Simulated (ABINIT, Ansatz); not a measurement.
# LiNbO3 (R3c): G0W0 on several meshes in ABINIT, part 2 of 2

Wanted: mesh dependence and cost of G0W0 for LiNbO3 (R3c).

ABINIT 10.8.3; PBE and many-body steps on it, plane waves. Known limits of the many-body steps: not at the basis limit; no spin-orbit coupling; coarse k mesh.

So far. Step 4 (4×4×4): The gap on the mesh goes from 3.62 eV to 5.08 eV, a correction of +1.47 eV. Step 5 (Empty states on the mesh, 2×2×2 mesh, 255 bands): On this mesh the gap is 3.618 eV.

**7. 2×2×2**

This step: G0W0 on PBE, plane waves, norm-conserving pseudopotentials.

Input file run.abi:

```
acell 3*1.0 Angstrom
rprim 
  2.575800000019 1.487138823389 4.623000000000
  -2.575800000018 1.487138823389 4.623000000000
  0.000000000000 -2.974277646779 4.623000000000
ntypat 3
znucl 3 41 8
natom 10
typat 1 1 2 2 3 3 3 3 3 3
xred 
  0.281500000000 0.281500000000 0.281500000000
  0.781500000000 0.781500000000 0.781500000000
  0.000055000000 0.000055000000 0.000055000000
  0.500055000000 0.500055000000 0.500055000000
  0.112310000000 0.358360000000 0.719590000000
  0.719590000000 0.112310000000 0.358360000000
  0.358360000000 0.719590000000 0.112310000000
  0.219590000000 0.858360000000 0.612310000000
  0.858360000000 0.612310000000 0.219590000000
  0.612310000000 0.219590000000 0.858360000000
pp_dirpath "pseudos"
pseudos "Li.upf, Nb.upf, O.upf"
ecut 37
ngkpt 2 2 2
nshiftk 1
shiftk 0 0 0
kptopt 1
chksymbreak 0
istwfk *1
occopt 1
irdwfk 1
optdriver 4
nband 233
gwcalctyp 0
ecutsigx 37
symsigma 1
nkptgw 1
kptgw 
  0.0000000000 0.0000000000 0.0000000000
bdgw 
  33 36
ecuteps 5.2
irdscr 1
ppmodel 1
indata_prefix "in"
outdata_prefix "out"
tmpdata_prefix "tmp"
```

On the command line:

```
> OMP_NUM_THREADS=1 mpirun -n 16 abinit run.abi > log
```

Numbers of over 12 decimals in the logs are rounded to 6 here.

What it wrote:

```text
.Version 10.8.3 of ABINIT. v10.8.2 released Aug 2026.

 Symmetries : space group R3 c (#161); Bravais hR (rhombohedral)
[... echo of the input left out ...]
== DATASET  1 ==================================================================
-   mpi_nproc: 16, omp_nthreads: 1 (-1 if OMP is not activated)

--- !DatasetInfo
iteration_state: {dtset: 1, }
dimensions: {natom: 10, nkpt: 4, mband: 233, nsppol: 1, nspinor: 1, nspden: 1, mpw: 7739, }
cutoff_energies: {ecut:  37.0, pawecutdg:  -1.0, }
electrons: {nelect:   6.80000000E+01, charge:   0.00000000E+00, occopt:   1.00000000E+00, tsmear:   1.00000000E-02, }

 SIGMA: Calculation of the GW corrections

 Based on a program developped by R.W. Godby, V. Olevano, G. Onida, and L. Reining.
 Incorporated in ABINIT by V. Olevano, G.-M. Rignanese, and M. Torrent.
.Using double precision arithmetic ; gwpc =  8

[... cell and pseudopotentials left out ...]
--------------------------------------------------------------------------------

 ==== K-mesh for the wavefunctions ====
 Number of points in the irreducible wedge :     4
[... list of points left out ...]
 Together with  6 symmetry operations and time-reversal symmetry
 yields     8 points in the full Brillouin Zone.

 ==== Q-mesh for screening function ====
 Number of points in the irreducible wedge :     4
[... list of points left out ...]
 Together with  6 symmetry operations and time-reversal symmetry
 yields     8 points in the full Brillouin Zone.

 vcoul_init : cutoff-mode = AUXILIARY_FUNCTION
 q-points for optical limit:   1
     1)      0.000010    0.000020    0.000030
 setmesh: FFT mesh size selected  =    60x   60x   60
          total number of points  =       216000

 Number of electrons calculated from density =   68.0000; Expected =   68.0000
[...]
number of k-points in IBZ                           4
 number of q-points in IBZ                           4
 number of symmetry operations                       6
 number of k-points in BZ                            8
 number of q-points in BZ                            8
 number of frequencies for dSigma/dE                 9
 frequency step for dSigma/dE [eV]                0.25
 number of omega for Sigma on real axis              0
 max omega for Sigma on real axis  [eV]           0.00
 zcut for avoiding poles [eV]                     0.10

 EPSILON^-1 parameters (SCR file):
 dimension of the eps^-1 matrix on file            405
 dimension of the eps^-1 matrix used               405
 number of plane-waves for wavefunctions          7739
 number of bands                                   233
 number of q-points in IBZ                           4
 number of frequencies                               2
 number of real frequencies                          1
 number of imag frequencies                          1

 matrix elements of self-energy operator (all in [eV])

 Perturbative Calculation

--- !SelfEnergy_ee
iteration_state: {dtset: 1, }
kpoint     : [   0.000,    0.000,    0.000, ]
spin       : 1
KS_gap     :    3.618
QP_gap     :    5.042
Delta_QP_KS:    1.424
data: !SigmaeeData |
     Band     E0 <VxcDFT>   SigX SigC(E0)      Z dSigC/dE  Sig(E)    E-E0       E
       33   4.475 -19.870 -24.337   4.561   0.777  -0.286 -19.797   0.073   4.548
       34   4.475 -19.870 -24.337   4.561   0.777  -0.286 -19.797   0.073   4.548
       35   8.093 -17.110 -11.207  -4.075   0.819  -0.221 -15.613   1.497   9.590
       36   8.093 -17.110 -11.207  -4.075   0.819  -0.221 -15.613   1.497   9.590

== END DATASET(S) ==============================================================
================================================================================

 -outvars: echo values of variables after computation  --------
           etotal      0.0000000000E+00
            nband         233
             nkpt           4
          spgroup         161
 [... the other variables as echoed above ...]

 Calculation completed.
```

Run time: 6.3 s. Hardware: 16 MPI ranks of Arm Neoverse V2, shared host; peak memory 3.2 GiB; 87 s of CPU time.

This step gave:

```yaml
g0w0_gap_on_the_points_computed: 5.042 eV
starting_gap_on_the_mesh: 3.618 eV
k_of_the_valence_top: 0, 0, 0
k_of_the_conduction_bottom: 0, 0, 0
z_at_the_valence_top: 0.777
z_at_the_conduction_bottom: 0.819
least_direct_g0w0_gap_on_the_computed_points: 5.042 eV
```

Against G0W0 in ABINIT (4×4×4 mesh, 233 bands, screening to 141.5 eV, Godby-Needs plasmon pole), the gap moves by −0.039 eV.

**8. The runs together**

Times are wall times on 16 MPI ranks of Arm Neoverse V2, shared host, good to a factor of about two. A run's time includes the screening step that it read.

```tsv
run	mesh	bands	screening cutoff (eV)	DFT gap (eV)	gap on the mesh (eV)	direct (eV)	ε∞ used	time
4×4×4	4×4×4	233	141.5	3.616	5.081	5.093	5.02	7.3 min
2×2×2	2×2×2	233	141.5	3.618	5.042	5.042	5.17	54 s
```

**9. Outcome**

| Item | Value |
| --- | --- |
| 4×4×4 | 5.081 eV |
| 2×2×2 | 5.042 eV |
| known limits | not at the basis limit; no spin-orbit coupling; coarse k mesh |

What this shows: 2×2×2: −0.039 eV against 4×4×4. Bands and cutoff are finite, so the gap is not at the basis limit. The miss can reach some tenths of an eV and take either sign; the mesh is an error of its own. In the first G0W0 run levels were corrected at 2 k points alone, so a gap called «on the mesh» is the least over those, and an edge elsewhere would be missed. The many-body steps are scalar-relativistic: spin-orbit coupling is not in them.

[Paths, hosts, dates, memory and timing lines, banners, echoed tables and standing remarks are left out of the program output.]

[Logs are printed without paths, hosts, clocks, repeated set-up lines and the standing remarks that a program may print on its own settings, such as how far it seeks lower states.]

[Runs of the session that timed out or met a known fault of the program may be left out.]

[No measured gap is set beside runs whose start may be inverted or whose files or cutoffs have a known fault.]

[Hosts, paths, dates, database ids (printed as entryN), source tags and the programs' standing remarks are cut or masked in the printed files.]

[G0W0 gaps are taken among the corrected bands and points alone; a level outside them can change the order at an edge.]

[Where Ansatz stands beside ABINIT at settings called matched, ABINIT's density can come from a denser mesh and the files from another edition; pairs whose starting gaps differed by over 0.03 eV were left out, so agreement reads better than it is.]
